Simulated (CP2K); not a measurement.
The C K edge of biacetyl was computed by TDDFT (CP2K XAS_TDP, aug-cc-pVDZ, TDA) at these levels: PBE, PBEh(45%) and PBEh(45%) + GW2X. The first three lines of C1 (bonded to C and 3 H) with a strength over 0.0015, energy in eV and strength:

```csv
run,first,second,third
1,270.08 (0.002),270.24 (0.002),270.48 (0.002)
2,290.63 (0.004),291.20 (0.017),291.45 (0.021)
3,284.14 (0.005),284.72 (0.018),284.96 (0.022)
```

Which run is which?

Run 1: PBE (0 % exact exchange). Run 2: PBEh(45%) + GW2X (45 % exact exchange). Run 3: PBEh(45%) (45 % exact exchange). Self-interaction lifts the core level, so the uncorrected lines rise with the share of exact exchange. The GW2X run keeps the spacings of its parent: 0.57 eV between the first two lines in run 2, 0.58 eV in run 3. Its shift is +6.49 eV, since the Kohn–Sham level at this share of exchange lies that far above the quasiparticle level.

[Banner, clock and machine lines of the logs are left out without a mark of their own.]

[Logs are printed without paths, hosts, clocks, repeated set-up lines and the standing remarks that a program may print on its own settings, such as how far it seeks lower states.]

[Hosts, paths, dates, database ids (printed as entryN), source tags and the programs' standing remarks are cut or masked in the printed files.]
